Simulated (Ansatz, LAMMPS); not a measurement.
**amorphous carbon (220 atoms): close-ups with forces and charges**

Density of this cell: 2.92 g/cm³. The cell holds 220 atoms: 220 C. Cell: a = 11.455 Å, b = 11.455 Å, c = 11.455 Å, α = 90.0°, β = 90.0°, γ = 90.0°. The starting structure: 220 atoms (220 C) placed at random at 2.92 g/cm³, melted at 6000 K for 10 ps at fixed volume with the Tersoff potential (Tersoff, Phys. Rev. B 39, 5566 (1989)). Quenched from 6000 K to 300 K at 100 K/ps and fixed volume, held 5 ps, then minimised at fixed cell.

Method: Kohn-Sham DFT, PBE, PAW (set soft_2), plane waves (Ansatz 0.2.0; cutoff 420 eV, Γ point, gaussian smearing of 0.05 eV), at the relaxed geometry.

The whole cell was solved; only parts of it are printed.

Local excerpt of 46 atoms (numbers count through the whole input) about C177, whose charge lies farthest from its element's mean; x, y, z are measured from there.

```
atom      x      y      z  distance (Å)  bonds  Löwdin charge (e)
C177   0.00   0.00   0.00          0.00      3              -0.06
C156  -0.44  -1.35  -0.58          1.53      4               0.03
C104   1.51   0.36   0.01          1.55      4               0.05
 C53  -0.99   0.26   1.21          1.59      4               0.04
 C22   2.17  -0.47   1.11          2.48      4               0.04
C170  -2.41  -0.11   0.61          2.49      4               0.03
C216  -2.12  -1.24  -0.46          2.50      4               0.02
C146   0.42  -2.50   0.30          2.56      4              -0.01
 C94  -0.77   1.68   1.83          2.60      4               0.02
C152  -0.20  -1.52  -2.11          2.61      4               0.04
C142   1.84   1.86   0.31          2.63      3              -0.01
 C87  -0.13  -0.10  -2.68          2.69      3               0.03
C126   2.36  -0.08  -1.30          2.70      4               0.02
C160  -0.57  -0.35   2.70          2.78      4               0.04
 C81  -0.30   2.79  -0.46          2.84      3               0.01
 C90   1.99  -1.97   0.73          2.90      4               0.02
 C39   0.44   1.04   2.70          2.92      4               0.01
C144   1.65   0.12   2.45          2.95      3               0.05
C147  -0.94   2.77   0.80          3.03      3               0.07
 C27   1.12   2.84  -0.44          3.08      3               0.00
 C42  -2.30   1.72  -1.21          3.12      3              -0.01
C101  -2.84   1.38   0.03          3.15      3              -0.03
C208   0.03  -1.74   2.74          3.25      3              -0.02
C181   0.03  -2.74   1.78          3.27      3               0.00
C138   2.11   0.75  -2.49          3.35      3               0.04
 C15   2.42  -1.70  -1.74          3.44      4               0.01
 C32   1.02   0.57  -3.27          3.48      3               0.01
C207  -2.55   0.68  -2.27          3.48      4               0.06
C203  -1.40   0.33  -3.26          3.56      4               0.05
 C47   1.09  -2.30  -2.49          3.57      4               0.03
 C16  -3.06  -0.72  -1.71          3.58      4               0.02
C206  -1.36   3.00  -1.56          3.64      4               0.03
C201  -2.52  -2.75  -0.14          3.74      4               0.04
C103   2.87  -2.41  -0.45          3.77      4               0.03
 C93   2.87   2.14   1.27          3.80      3               0.00
 C79  -3.35  -0.72   1.67          3.81      4               0.02
  C1  -1.40  -2.23  -2.88          3.90      4              -0.02
C145   3.73  -0.27   1.32          3.96      4               0.03
 C41   3.85   0.32  -1.09          4.01      4               0.01
C214  -2.23  -3.04   1.37          4.01      3               0.02
 C67   0.60  -3.94  -0.54          4.03      4               0.01
 C84  -2.65  -2.00   2.31          4.04      3              -0.01
 C28  -0.67   2.78  -2.90          4.08      3               0.03
 C62  -1.81   2.13   2.97          4.08      4               0.04
C202  -1.44  -0.10   3.90          4.16      3               0.03
 C71  -2.14   3.52   0.83          4.21      3              -0.04
```

The column of bonds counts only the pairs C-C within 1.85 Å; other neighbours, such as metal atoms beside each other in a compound, aren't counted, and periodic images can show an atom twice.

Local excerpt of 22 atoms (numbers count through the whole input) about C97, picked at random; x, y, z are measured from there.

```csv
atom,x,y,z,distance (Å),bonds,Löwdin charge (e)
C97,0.00,0.00,0.00,0.00,4,0.04
C136,0.70,1.16,0.68,1.52,3,0.01
C212,-1.21,-0.74,0.68,1.57,3,0.03
C31,0.86,-1.29,-0.20,1.57,4,0.05
C194,-0.29,0.23,-1.64,1.68,4,0.04
C163,-0.24,-2.09,-0.93,2.31,4,0.02
C183,-1.35,-1.89,-0.03,2.33,3,0.05
C205,1.05,-1.80,1.21,2.41,3,0.03
C159,2.19,0.97,0.76,2.51,3,0.01
C106,0.90,0.81,-2.28,2.58,3,0.02
C62,-0.47,-1.27,-2.20,2.59,4,0.04
C149,-1.55,0.95,-1.84,2.59,3,0.01
C124,0.22,2.18,1.47,2.64,3,0.03
C148,2.08,-1.20,-1.29,2.73,4,0.02
C5,-1.31,-1.28,2.07,2.76,3,0.04
C191,2.04,0.13,-2.01,2.86,3,0.02
C121,0.12,-1.64,2.38,2.89,4,0.05
C89,2.56,0.19,1.83,3.16,3,-0.01
C179,-3.23,-0.13,-0.44,3.26,3,0.03
C118,-2.64,-0.07,-1.93,3.27,4,0.03
C193,-1.75,2.29,-1.64,3.31,3,0.01
C61,-1.11,2.38,2.09,3.36,3,0.01
```

The column of bonds counts only the pairs C-C within 1.85 Å; other neighbours, such as metal atoms beside each other in a compound, aren't counted, and periodic images can show an atom twice.

Neighbours are counted within 1.85 Å (C-C), the cutoffs taken from the relaxation.

Length of the force by element and coordination:

```
element  coordination  atoms  mean length of the force (eV/Å)  spread   least    most
      C           all    220                           0.0063  0.0048  7.0e-4  0.0301
      C             3     90                           0.0073  0.0047  9.0e-4  0.0248
      C             4    130                           0.0057  0.0047  7.0e-4  0.0301
```

The mean of these charges, 0.022 e, is only the charge that the projection spills.

Löwdin charges by element and coordination (they lack the spilled electrons, 0.022 e an atom on average):

| element | coordination | atoms | mean charge (e) | spread | least | most |
| --- | --- | --- | --- | --- | --- | --- |
| C | all | 220 | 0.0225 | 0.0228 | -0.0639 | 0.0878 |
| C | 3 | 90 | 0.0116 | 0.0281 | -0.0639 | 0.0878 |
| C | 4 | 130 | 0.03 | 0.014 | -0.0175 | 0.0632 |

The quench rate of 100 K/ps is many orders above laboratory rates, so the cell is likely richer in defects and strain than a real sample. The network of bonds at the start is that of the classical potential that made the cell, and needn't be the one that DFT or experiment would give. Only the Γ point is sampled, in a cell whose shortest periodic width is 11 Å, which is coarse for a cell with partly filled levels. The Löwdin charges lack the electrons that the projection spills, 0.022 e an atom on average.

[Logs are printed without paths, hosts, clocks, repeated set-up lines and the standing remarks that a program may print on its own settings, such as how far it seeks lower states.]

[Hosts, paths, dates, database ids (printed as entryN), source tags and the programs' standing remarks are cut or masked in the printed files.]
